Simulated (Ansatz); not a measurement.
An input for Ansatz 0.2.0 (La2O3 (P-3m1)):

```yaml
crystal:
  lattice:
    - [3.930777878, 0.0, 0.0]
    - [-1.965388939, 3.404153499, 0.0]
    - [0.0, 0.0, 6.11195352]
  atoms:
    - { symbol: La, position: [0.66666667, 0.33333333, 0.75376432] }
    - { symbol: La, position: [0.33333333, 0.66666667, 0.24623568] }
    - { symbol: O, position: [0.66666667, 0.33333333, 0.35410935] }
    - { symbol: O, position: [0.33333333, 0.66666667, 0.64589065] }
    - { symbol: O, position: [0.0, 0.0, 0.0] }
  host: atoms
kpoints:
  mp_grid: { grid: [6, 6, 2] }
  band_path:
    path:
      - [0.0, 0.0, 0.0]
      - [0.5, 0.0, 0.0]
      - [0.3333333333, 0.3333333333, 0.0]
      - [0.0, 0.0, 0.5]
      - [0.5, 0.0, 0.5]
      - [0.3333333333, 0.3333333333, 0.5]
    npoints: 1
hamiltonian:
  xc:
    exchange: pbe
    correlation: pbe
    exx: { coeff: inverse_dielectric }
scf:
  occupations: { method: fixed }
  n_extra_bands: 5
output:
  forces: true
  stress: true
  eigenvalues: true
```

```sh
ansatz run input.yaml --threads 3 --pin off --max-ram 64512MiB --backend cuda --events-out ev --progress --plain --runs-dir out --devices 1 --max-vram 24GiB  # rebuilt from the run's record
```

Q: How long will it take on 1 × NVIDIA H100 80GB HBM3 (shared by 3 runs) with 3 threads of AMD EPYC 7R13 (Zen 3), shared host, and how much memory?

It took 54 s; on shared hardware allow 27 s to 1.8 min. Peak host memory was 2.3 GiB. The sizes that set the cost: 1641 plane waves a state, 14 irreducible k points and 17 SCF cycles.

Exact exchange couples every pair of k points and filled bands, so it costs far more than a semilocal run.

[Paths, hosts, dates, memory and timing lines, banners, echoed tables and standing remarks are left out of the program output.]

[Logs are printed without paths, hosts, clocks, repeated set-up lines and the standing remarks that a program may print on its own settings, such as how far it seeks lower states.]

[Runs of the session that timed out or met a known fault of the program may be left out.]

[Cells called generated may have been cut or substituted from an entry of the Crystallography Open Database or the Materials Project.]

[Hosts, paths, dates, database ids (printed as entryN), source tags and the programs' standing remarks are cut or masked in the printed files.]
